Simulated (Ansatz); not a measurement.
# Phonons of AgO (F-43m) against volume

Wanted: mode Grüneisen parameters of AgO (F-43m).

Method: DFT PBEsol, scalar-relativistic, plane waves, PAW; PAW set soft_1, in Ansatz 0.2.0.

The raw output is cut from this account; settings, times and results stay.

### 1. The system as given

Symmetry: F-43m, No. 216, cubic system. Conventional cell: a = 4.950 Å, b = 4.950 Å, c = 4.950 Å, α = 90.00°, β = 90.00°, γ = 90.00°. Ag has 4 O at 2.14 Å nearest. Nearest to O lie 4 Ag at 2.14 Å. Farther neighbours, and contacts between anions beyond the nearest, are not listed.

### 2. The dispersion

Stability and thermal properties need the whole zone. Linear response on a 4×4×4 q mesh gives force constants as far as a supercell of that size would.

input.yaml reads:

```yaml
crystal:
  lattice:
    - [0.0, 2.4749891092, 2.4749891092]
    - [2.4749891092, 0.0, 2.4749891092]
    - [2.4749891092, 2.4749891092, 0.0]
  atoms:
    - { symbol: Ag, position: [0.0, 0.0, 0.0] }
    - { symbol: O, position: [0.25, 0.25, 0.25] }
kpoints:
  mp_grid: { grid: [16, 16, 16] }
hamiltonian:
  xc: pbesol
  pseudopotentials: { kind: paw, azcp: { folder: soft_1 }, xc_functional: pbe }
scf:
  occupations: { method: methfessel_paxton, width: 0.2 }
output:
  eigenvalues: true
phonons:
  method: dfpt
  qmesh: [4, 4, 4]
  temperatures: { t_max: 1000, t_step: 50 }
  qpath:
    path:
      - [[0.0, 0.0, 0.0], [-0.5, -0.5, 0.0], [-0.375, -0.375, 0.25]]
      - [[-0.375, 0.0, 0.375], [0.0, 0.0, 0.0], [0.0, 0.0, 0.5], [-0.5, -0.25, 0.25], [-0.5, -0.5, 0.0]]
    npoints: 10
```

Started as:

```bash
> ansatz run input.yaml --threads 4 --pin off --max-ram 10240MiB --backend cpu --events-out ev --progress --plain --runs-dir out
```

Wall time 7 min (4 threads of Arm Neoverse V1, shared host); peak memory 4.3 GiB; 27 min of CPU time.

This step gave:

```
volume per atom                                         : 15.16 Å³
gap on the k-mesh                                       : 0 eV
sum-rule residual before enforcement                    : 7.66e-5 eV/Å²
lowest frequency on the path                            : -71.98 cm⁻¹
point group                                             : -43m
highest frequency on path, mesh or solved points        : 372.9 cm⁻¹
highest optical mode at the zone centre (no LO-TO term) : 201.6 cm⁻¹
lowest optical zone-centre mode                         : 201.6 cm⁻¹
lowest mode on the q mesh (acoustic modes at Γ apart)   : -71.98 cm⁻¹
```

Frequencies (cm⁻¹) solved at each irreducible wavevector; negative means imaginary. Frequencies by wavevector, by row:

```csv
q in reciprocal lattice units,star,mode 1,mode 2,mode 3,mode 4,mode 5,mode 6
0 0 0,1,0,0,0,201.6,201.6,201.6
0 0 0.25,8,-22,-22,91.8,260.8,261.3,261.3
0 0 -0.5,4,-37.5,-37.5,133.3,292,292,372.9
0 0.25 0.25,6,-30.7,-30.7,110.7,257.7,276.7,276.7
0 0.25 -0.5,24,-39.7,-39.5,137.2,278.1,313.9,345.6
0 0.25 -0.25,12,-57.6,-31,127.9,266,283.8,326.7
0 -0.5 -0.5,3,-54.3,-54.3,146.9,235,338.5,338.5
0.25 -0.5 -0.25,6,-72,-32,140.8,284.1,315.3,346.3
```

Symmetry leaves 8 wavevectors to solve. The lowest mode among them, the acoustic zeros apart, lies at q = (0.25, -0.5, -0.25) and is imaginary, 72.0i cm⁻¹, so the energy falls along it.

### 3. Relaxing at another volume, volume ratio 0.97

The volume is scaled by 0.97 and held; symmetry leaves nothing to relax, so this is a single point. The modes can then be followed against volume.

input.yaml, the sections that differ from step 2:

```yaml
crystal:
  lattice:
    - [0.0, 2.4499875099, 2.4499875099]
    - [2.4499875099, 0.0, 2.4499875099]
    - [2.4499875099, 2.4499875099, 0.0]
  atoms:
    - { symbol: Ag, position: [0.0, 0.0, 0.0] }
    - { symbol: O, position: [0.25, 0.25, 0.25] }
output:
  forces: true
  stress: true
  eigenvalues: true
# kpoints, hamiltonian, scf: as in step 2
# phonons: removed
```

It took 1.8 s on 4 threads; peak memory 0.37 GiB.

This run has no spin polarisation although its electron count is odd.

This step gave:

```yaml
pressure: 3.565 GPa
volume_per_atom: 14.71 Å³
```

### 4. Phonons at the other volume, volume ratio 0.97

The phonons are repeated at this volume on the same meshes, so that differences come from the volume alone.

Changes to input.yaml since step 3:

```diff
@@ -16,4 +16,11 @@
 output:
-  forces: true
-  stress: true
   eigenvalues: true
+phonons:
+  method: dfpt
+  qmesh: [4, 4, 4]
+  temperatures: { t_max: 1000, t_step: 50 }
+  qpath:
+    path:
+      - [[0.0, 0.0, 0.0], [-0.5, -0.5, 0.0], [-0.375, -0.375, 0.25]]
+      - [[-0.375, 0.0, 0.375], [0.0, 0.0, 0.0], [0.0, 0.0, 0.5], [-0.5, -0.25, 0.25], [-0.5, -0.5, 0.0]]
+    npoints: 10
```

The job ended after 6.9 min (4 threads; peak memory 4.2 GiB).

Numbers from this step:

```yaml
sum_rule_residual_before_enforcement: 9.34e-5 eV/Å²
lowest_frequency_on_the_path: -87.77 cm⁻¹
highest_frequency_on_path_mesh_or_solved_points: 396.4 cm⁻¹
highest_optical_mode_at_the_zone_centre_no_lo_to_term: 226.9 cm⁻¹
lowest_optical_zone_centre_mode: 226.9 cm⁻¹
lowest_mode_on_the_q_mesh_acoustic_modes_at_gamma_apart: -87.77 cm⁻¹
```

Frequencies (cm⁻¹) solved at each irreducible wavevector; negative means imaginary. Frequencies by wavevector, by row:

```csv
q in reciprocal lattice units,star,mode 1,mode 2,mode 3,mode 4,mode 5,mode 6
0 0 0,1,0,0,0,226.9,226.9,226.9
0 0 0.25,8,-31.2,-31.2,93.2,284.7,286.6,286.6
0 0 -0.5,4,-49.2,-49.2,136.8,315.4,315.4,396.4
0 0.25 0.25,6,-44.6,-44.6,116.8,281,301.3,301.3
0 0.25 -0.5,24,-56.7,-54.7,143.6,301.9,338.6,370.6
0 0.25 -0.25,12,-72.4,-43.9,133.1,289.3,308.7,350.9
0 -0.5 -0.5,3,-69.4,-69.4,154.5,257.2,363.4,363.4
0.25 -0.5 -0.25,6,-87.8,-53.1,148,307,339.9,371.5
```

The highest optical mode at the zone centre (no LO-TO term) is 226.9 cm⁻¹, +25.3 cm⁻¹ against the base run.

### 5. Relaxing at another volume, volume ratio 1.03

The volume is scaled by 1.03 and held; symmetry leaves nothing to relax, so this is a single point. The modes can then be followed against volume.

input.yaml, the sections that differ from step 4:

```yaml
crystal:
  lattice:
    - [0.0, 2.4994955456, 2.4994955456]
    - [2.4994955456, 0.0, 2.4994955456]
    - [2.4994955456, 2.4994955456, 0.0]
  atoms:
    - { symbol: Ag, position: [0.0, 0.0, 0.0] }
    - { symbol: O, position: [0.25, 0.25, 0.25] }
output:
  forces: true
  stress: true
  eigenvalues: true
# kpoints, hamiltonian, scf: as in step 4
# phonons: removed
```

It took 2 s on 4 threads; peak memory 0.38 GiB.

Numbers from this step:

```yaml
pressure: -2.979 GPa
volume_per_atom: 15.62 Å³
```

The run ends at a pressure of -2.98 GPa.

### 6. Phonons at the other volume, volume ratio 1.03

Changes to input.yaml since step 5:

```diff
@@ -16,4 +16,11 @@
 output:
-  forces: true
-  stress: true
   eigenvalues: true
+phonons:
+  method: dfpt
+  qmesh: [4, 4, 4]
+  temperatures: { t_max: 1000, t_step: 50 }
+  qpath:
+    path:
+      - [[0.0, 0.0, 0.0], [-0.5, -0.5, 0.0], [-0.375, -0.375, 0.25]]
+      - [[-0.375, 0.0, 0.375], [0.0, 0.0, 0.0], [0.0, 0.0, 0.5], [-0.5, -0.25, 0.25], [-0.5, -0.5, 0.0]]
+    npoints: 10
```

Run time: 7.1 min. Hardware: 4 threads; peak memory 4.3 GiB.

Numbers from this step:

- sum-rule residual before enforcement: 9.81e-5 eV/Å²
- lowest frequency on the path: -55.59 cm⁻¹
- highest frequency on path, mesh or solved points: 351 cm⁻¹
- highest optical mode at the zone centre (no LO-TO term): 176.9 cm⁻¹
- lowest optical zone-centre mode: 176.9 cm⁻¹
- lowest mode on the q mesh (acoustic modes at Γ apart): -55.59 cm⁻¹

The highest optical mode at the zone centre (no LO-TO term) is 176.9 cm⁻¹, -24.7 cm⁻¹ against the base run.

### 7. Grüneisen parameters

The Grüneisen parameter of a mode is minus the logarithmic change of its frequency with volume, −d ln ω / d ln V; weighted by heat capacity it gives the expansion.

This step gave:

| Property | Result |
| --- | --- |
| bulk modulus | 109 GPa |

The phonon branches at the labelled points (cm⁻¹):

```csv
point,branch 1,branch 2,branch 3,branch 4,branch 5,branch 6
Γ,0,0,0,202,202,202
halfway,-31,-31,111,258,277,277
X,-54,-54,147,235,338,338
halfway,-55,-52,146,250,336,341
U,-53,-46,144,274,324,345
jump to K,-53,-46,144,274,324,345
halfway,-48,-14,108,245,271,294
Γ,0,0,0,202,202,202
halfway,-22,-22,92,261,261,261
L,-38,-38,133,292,292,373
halfway,-47,-33,138,284,304,356
W,-72,-32,141,284,315,346
halfway,-64,-42,144,261,330,344
X,-54,-54,147,235,338,338
```

The same for volume x 0.97:

```csv
point,branch 1,branch 2,branch 3,branch 4,branch 5,branch 6
Γ,0,0,0,227,227,227
X,-69,-69,154,257,363,363
U,-71,-61,151,297,349,370
K,-71,-61,151,297,349,370
Γ,0,0,0,227,227,227
L,-49,-49,137,315,315,396
W,-88,-53,148,307,340,372
X,-69,-69,154,257,363,363
```

The same for volume x 1.03:

```csv
point,branch 1,branch 2,branch 3,branch 4,branch 5,branch 6
Γ,0,0,0,177,177,177
X,-38,-38,140,214,315,315
U,-33,-28,137,252,301,321
K,-33,-28,137,252,301,321
Γ,0,0,0,177,177,177
L,-24,-24,130,270,270,351
W,-56,21,134,262,292,322
X,-38,-38,140,214,315,315
```

### 8. Summary of results

```json
{
  "bulk modulus": "109 GPa"
}
```

**Reading.** No expansion is given, because modes are imaginary at one volume or more. The highest optical mode at Γ goes from 227 to 177 cm⁻¹ as the cell grows, a Grüneisen parameter of 4.14. Branches are matched by rank, so values near crossings are rough. With no gap, or one that is small against the smearing, the frequencies hang on the k mesh and the smearing, most of all near Kohn anomalies. The phonon runs are without spin polarisation, although the cell has an odd electron count. The PAW files were made for PBE and serve the other functionals too.

[Long decimals in the printed logs are rounded to 6 places.]

[Logs are printed without paths, hosts, clocks, repeated set-up lines and the standing remarks that a program may print on its own settings, such as how far it seeks lower states.]

[Hosts, paths, dates, database ids (printed as entryN), source tags and the programs' standing remarks are cut or masked in the printed files.]

[Where the starting crystal was built by hand or by swapping elements, it need not be the compound's stable phase.]
